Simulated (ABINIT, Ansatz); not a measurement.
## A GW chain in ABINIT: InGaN2 (P3m1)

How does a plane-wave GW calculation on InGaN2 (P3m1) run from the first input to the gap?

Program: ABINIT 10.8.3. Level of theory: LDA and many-body steps on it, plane waves. Values are calculated unless marked as measured.

## Step 1: The structure

It takes space group P3m1 (No. 156, trigonal). Conventional cell: a = 3.399 Å, b = 3.399 Å, c = 5.552 Å, α = 90.00°, β = 90.00°, γ = 120.00°. Nearest to In lie 4 N at 2.13 to 2.20 Å. Ga has 4 N at 1.94 to 2.05 Å nearest. N has 1 Ga at 1.94 Å and 3 In at 2.13 Å nearest. Nearest to N lie 3 Ga at 2.05 Å and 1 In at 2.20 Å. Farther neighbours, and contacts between anions beyond the nearest, are not listed.

The cell and positions are those that the Materials Project relaxed with its own functionals (PBE, PBE+U or r2SCAN), kept fixed.

## Step 2: Ground state

This step: ABINIT 10.8.3; DFT, LDA, plane waves, norm-conserving pseudopotentials.

The ground-state density comes first.

run.abi reads:

```
acell 3*1.0 Angstrom
rprim 
  3.399288205422 -0.000000000005 0.000000000000
  -1.699644102707 2.943869940683 0.000000000000
  0.000000000000 0.000000000000 5.551613000000
ntypat 3
znucl 49 31 7
natom 4
typat 1 2 3 3
xred 
  0.000000000000 0.000000000000 0.998402000000
  0.666666666667 0.333333333333 0.495356000000
  0.666666666667 0.333333333333 0.145617000000
  0.000000000000 0.000000000000 0.602224000000
pp_dirpath "pseudos"
pseudos "In.upf, Ga.upf, N.upf"
ecut 45
ngkpt 6 6 4
nshiftk 1
shiftk 0 0 0
kptopt 1
chksymbreak 0
nband 32
occopt 1
tolvrs 1e-10
nstep 60
prtwf 0
optforces 0
optstress 0
indata_prefix "in"
outdata_prefix "out"
tmpdata_prefix "tmp"
```

On the command line:

```
OMP_NUM_THREADS=1 mpirun -n 4 abinit run.abi > log
```

The program printed:

```text
.Version 10.8.3 of ABINIT. v10.8.2 released Aug 2026.

 Symmetries : space group P3 m 1 (#156); Bravais hP (primitive hexag.)
================================================================================
 Values of the parameters that define the memory need of the present run
     intxc =       0    ionmov =       0      iscf =       7    lmnmax =       6
     lnmax =       6     mgfft =      64  mpssoang =       3    mqgrid =    3169
     natom =       4  nloc_mem =       1    nspden =       1   nspinor =       1
    nsppol =       1      nsym =       6    n1xccc =    2501    ntypat =       3
    occopt =       1   xclevel =       1
-    mband =          32        mffmem =           1         mkmem =           6
       mpw =        5444          nfft =      102400          nkpt =          24
================================================================================
  Rough estimation (10% accuracy) of disk space for files :
================================================================================

--------------------------------------------------------------------------------
------------- Echo of variables that govern the present computation ------------
--------------------------------------------------------------------------------
 -outvars: echo values of preprocessed input variables --------
            acell      1.8897261259E+00  1.8897261259E+00  1.8897261259E+00 Bohr

      chksymbreak           0
             ecut      4.50000000E+01 Hartree
-          fftalg         312

              ixc       -1012
              kpt      0.00000000E+00  0.00000000E+00  0.00000000E+00
                       1.66666667E-01  0.00000000E+00  0.00000000E+00
                       3.33333333E-01  0.00000000E+00  0.00000000E+00
                       5.00000000E-01  0.00000000E+00  0.00000000E+00
                       1.66666667E-01  1.66666667E-01  0.00000000E+00
                       3.33333333E-01  1.66666667E-01  0.00000000E+00
                       3.33333333E-01  3.33333333E-01  0.00000000E+00
                       0.00000000E+00  0.00000000E+00  2.50000000E-01
                       1.66666667E-01  0.00000000E+00  2.50000000E-01
   [... 13 further rows ...]
                       3.33333333E-01  1.66666667E-01  5.00000000E-01
                       3.33333333E-01  3.33333333E-01  5.00000000E-01
         kptrlatt        6    0    0      0    6    0      0    0    4
          kptrlen      3.85423424E+01
P           mkmem           6
            natom           4
            nband          32
            ngfft          40      40      64
             nkpt          24
            nstep          60
             nsym           6
           ntypat           3
              occ      2.000000  2.000000  2.000000  2.000000  2.000000  2.000000
                       2.000000  2.000000  2.000000  2.000000  2.000000  2.000000
                       2.000000  2.000000  2.000000  2.000000  2.000000  2.000000
                       2.000000  2.000000  2.000000  2.000000  2.000000  2.000000
                       2.000000  2.000000  0.000000  0.000000  0.000000  0.000000
                       0.000000  0.000000
        optforces           0
        optstress           0
            prtwf           0
            rprim      3.3992882054E+00 -5.0000000000E-12  0.0000000000E+00
[...]
spgroup         156

           tolvrs      1.00000000E-10

             xred      0.0000000000E+00  0.0000000000E+00  9.9840200000E-01
[...]
znucl       49.00000   31.00000    7.00000

================================================================================

 chkinp: Checking input parameters for consistency.

================================================================================
== DATASET  1 ==================================================================
-   mpi_nproc: 4, omp_nthreads: 1 (-1 if OMP is not activated)

--- !DatasetInfo
iteration_state: {dtset: 1, }
dimensions: {natom: 4, nkpt: 24, mband: 32, nsppol: 1, nspinor: 1, nspden: 1, mpw: 5444, }
cutoff_energies: {ecut:  45.0, pawecutdg:  -1.0, }
electrons: {nelect:   5.20000000E+01, charge:   0.00000000E+00, occopt:   1.00000000E+00, tsmear:   1.00000000E-02, }

 Real(R)+Recip(G) space primitive vectors, cartesian coordinates (Bohr,Bohr^-1):
 R(1)=  6.4237237  0.0000000  0.0000000  G(1)=  0.1556729  0.0898778  0.0000000
 R(2)= -3.2118619  5.5631079  0.0000000  G(2)=  0.0000000  0.1797556  0.0000000
 R(3)=  0.0000000  0.0000000 10.4910281  G(3)=  0.0000000  0.0000000  0.0953195
 Unit cell volume ucvol=  3.7490600E+02 bohr^3
 Angles (23,13,12)=  9.00000000E+01  9.00000000E+01  1.20000000E+02 degrees

 getcut: wavevector=  0.0000  0.0000  0.0000  ngfft=  40  40  64
         ecut(hartree)=     45.000   => boxcut(ratio)=   2.02018

--- Pseudopotential description ------------------------------------------------
- In Generated using ONCVPSP code by D. R. Hamann
- 49.00000  21.00000  180309                  znucl, zion, pspdat
12 -1012 2 -1 1894                            pspcod,pspxc,lmax,lloc,mmax
     nproj     2     2     2
  pspatm : epsatm=   33.93291270
         --- l  ekb(1:nproj) -->
[...]
pspatm: atomic psp has been read  and splines computed

- Ga Generated using ONCVPSP code by D. R. Hamann
- 31.00000  21.00000  180309                  znucl, zion, pspdat
12 -1012 2 -1 1858                            pspcod,pspxc,lmax,lloc,mmax
     nproj     2     2     2
  pspatm : epsatm=   21.89818218
         --- l  ekb(1:nproj) -->
[...]
pspatm: atomic psp has been read  and splines computed

- N Generated using ONCVPSP code by D. R. Hamann
-  7.00000   5.00000  180309                  znucl, zion, pspdat
12 -1012 1 -1 1058                            pspcod,pspxc,lmax,lloc,mmax
     nproj     2     2     0
  pspatm : epsatm=    5.30777321
         --- l  ekb(1:nproj) -->
[...]
pspatm: atomic psp has been read  and splines computed

   3.45522535E+03                                ecore*ucvol(ha*bohr**3)
--------------------------------------------------------------------------------

_setup2: Arith. and geom. avg. npw (full set) are    5403.090    5403.080

================================================================================

--- !BeginCycle
iteration_state: {dtset: 1, }
solver: {iscf: 7, nstep: 60, nline: 4, wfoptalg: 0, }
tolerances: {tolvrs: 1.00E-10, }

     iter   Etot(hartree)      deltaE(h)  residm     vres2
 ETOT  1  -466.00146099811    -4.660E+02 5.368E-01 2.775E+03
 ETOT  2  -467.19803532870    -1.197E+00 5.620E-02 4.254E+03
 ETOT  3  -468.03044027238    -8.324E-01 2.334E-02 2.477E+02
 ETOT  4  -468.03780869144    -7.368E-03 4.525E-03 1.835E+02
 ETOT  5  -468.04593706772    -8.128E-03 1.393E-03 6.160E+01
 ETOT  6  -468.05070539743    -4.768E-03 8.660E-04 1.171E+01
 ETOT  7  -468.05143875007    -7.334E-04 2.535E-04 6.125E+00
 ETOT  8  -468.05186075655    -4.220E-04 3.866E-04 2.135E+00
 ETOT  9  -468.05206213403    -2.014E-04 1.560E-04 3.671E-02
 ETOT 10  -468.05206341442    -1.280E-06 2.147E-04 7.867E-03
 ETOT 11  -468.05206433544    -9.210E-07 6.538E-05 7.051E-05
 ETOT 12  -468.05206434773    -1.228E-08 9.831E-05 1.009E-06
 ETOT 13  -468.05206434785    -1.247E-10 2.891E-05 5.723E-08
 ETOT 14  -468.05206434785     7.390E-13 4.338E-05 5.015E-09
 ETOT 15  -468.05206434785     5.684E-13 1.277E-05 4.520E-10
 ETOT 16  -468.05206434784     6.139E-12 1.916E-05 1.278E-10
 ETOT 17  -468.05206434784     2.615E-12 5.627E-06 1.304E-11

 At SCF step   17       vres2   =  1.30E-11 < tolvrs=  1.00E-10 =>converged.

--- !ResultsGS
iteration_state: {dtset: 1, }
comment   : Summary of ground state results
lattice_vectors:
- [  6.4237237,  -0.0000000,   0.0000000, ]
- [ -3.2118619,   5.5631079,   0.0000000, ]
- [  0.0000000,   0.0000000,  10.4910281, ]
lattice_lengths: [   6.42372,    6.42372,   10.49103, ]
lattice_angles: [ 90.000,  90.000, 120.000, ] # degrees, (23, 13, 12)
lattice_volume:   3.7490600E+02
convergence: {deltae:  2.615E-12, res2:  1.304E-11, residm:  5.627E-06, diffor:  0.000E+00, }
etotal    :  -4.68052064E+02
entropy   :   0.00000000E+00
fermie    :   2.23193896E-01
cartesian_stress_tensor: null
pressure_GPa: null
xred      :
- [  0.0000E+00,   0.0000E+00,   9.9840E-01, In]
- [  6.6667E-01,   3.3333E-01,   4.9536E-01, Ga]
- [  6.6667E-01,   3.3333E-01,   1.4562E-01,  N]
- [  0.0000E+00,   0.0000E+00,   6.0222E-01,  N]
cartesian_forces: null
force_length_stats: {min: null, max: null, mean: null, }

 Integrated electronic density in atomic spheres:
 ------------------------------------------------
 Atom  Sphere_radius  Integrated_density
[...]
4        2.00000          5.00163710
================================================================================

 ----iterations are completed or convergence reached----

 Mean square residual over all n,k,spin=   13.710E-09; max=  56.275E-07
 reduced coordinates (array xred) for    4 atoms
       0.000000      0.000000      0.998402
       0.666667      0.333333      0.495356
       0.666667      0.333333      0.145617
       0.000000      0.000000      0.602224
 rms dE/dt=  0.0000E+00; max dE/dt=  0.0000E+00; dE/dt below (all hartree)
    1       0.000000      0.000000      0.000000
    2       0.000000      0.000000      0.000000
    3       0.000000      0.000000      0.000000
    4       0.000000      0.000000      0.000000

 cartesian coordinates (angstrom) at end:
    1      0.000000     0.000000     5.542742
    2      1.699644     0.981290     2.750025
    3      1.699644     0.981290     0.808409
    4      0.000000     0.000000     3.343315
 length scales=  1.889726  1.889726  1.889726 bohr
              =  1.000000  1.000000  1.000000 angstroms
 prteigrs : about to open file out_EIG
 Fermi (or HOMO) energy (hartree) =   0.22319   Average Vxc (hartree)=  -0.42910
 Eigenvalues (hartree) for nkpt=  24  k points:
 kpt#   1, nband= 32, wtk=  0.00694, kpt=  0.0000  0.0000  0.0000 (reduced coord)
  -4.98821   -3.95063   -3.19301   -3.19301   -3.19283   -2.42971   -2.42971   -2.42924
  -0.32635   -0.31997   -0.28451   -0.28451   -0.27918   -0.27918   -0.27892   -0.26621
  -0.26621   -0.25262   -0.25262   -0.20243   -0.01389    0.18070    0.18070    0.21220
   0.22319    0.22319    0.23183    0.33585    0.49031    0.54558    0.54558    0.59329
 prteigrs : prtvol=0 or 1, do not print more k-points.

--- !EnergyTerms
iteration_state     : {dtset: 1, }
comment             : Components of total free energy in Hartree
kinetic             :  2.018883E+02
hartree             :  1.668152E+02
xc                  : -5.919745E+01
Ewald energy        : -2.532515E+02
psp_core            :  9.216244E+00
local_psp           : -4.547908E+02
non_local_psp       : -7.873205E+01
total_energy        : -4.680521E+02
total_energy_eV     : -1.273635E+04
band_energy         : -5.667318E+01

== END DATASET(S) ==============================================================
================================================================================

 -outvars: echo values of variables after computation  --------
           etotal     -4.6805206435E+02
            nband          32
             nkpt          24
          spgroup         156
 [... the other variables as echoed above ...]

 Calculation completed.
```

It took 1.7 min on 4 MPI ranks of Arm Neoverse N1, shared host; peak memory 0.38 GiB.

Read from the output:

```
total energy               : -12736.3455 eV
gap                        : 0.2351 eV
k of the valence top       : 0, 0, 0
k of the conduction bottom : 0, 0, 0
least direct gap           : 0.2351 eV
```

The gap is direct, at Γ.

[end of part 1 of 3]

[Long decimals in the printed logs are rounded to 6 places.]

[Logs are printed without paths, hosts, clocks, repeated set-up lines and the standing remarks that a program may print on its own settings, such as how far it seeks lower states.]

[Paths, hosts, dates, memory and timing lines, banners, echoed tables and standing remarks are left out of the program output; an Ansatz launch command may be rebuilt from the run's recorded settings. Measured values are a selection of at most five: reports struck by readers or far from the other reports are left out. None is set beside runs whose start may be inverted or whose files or cutoffs have a known fault.]

[Runs of the session that timed out or met a known fault of the program may be left out.]

[Hosts, paths, dates, database ids (printed as entryN), source tags and the programs' standing remarks are cut or masked in the printed files.]

[G0W0 gaps are taken among the corrected bands and points alone; a level outside them can change the order at an edge.]

[Where Ansatz stands beside ABINIT at settings called matched, ABINIT's density can come from a denser mesh and the files from another edition; pairs whose starting gaps differed by over 0.03 eV were left out, so agreement reads better than it is.]
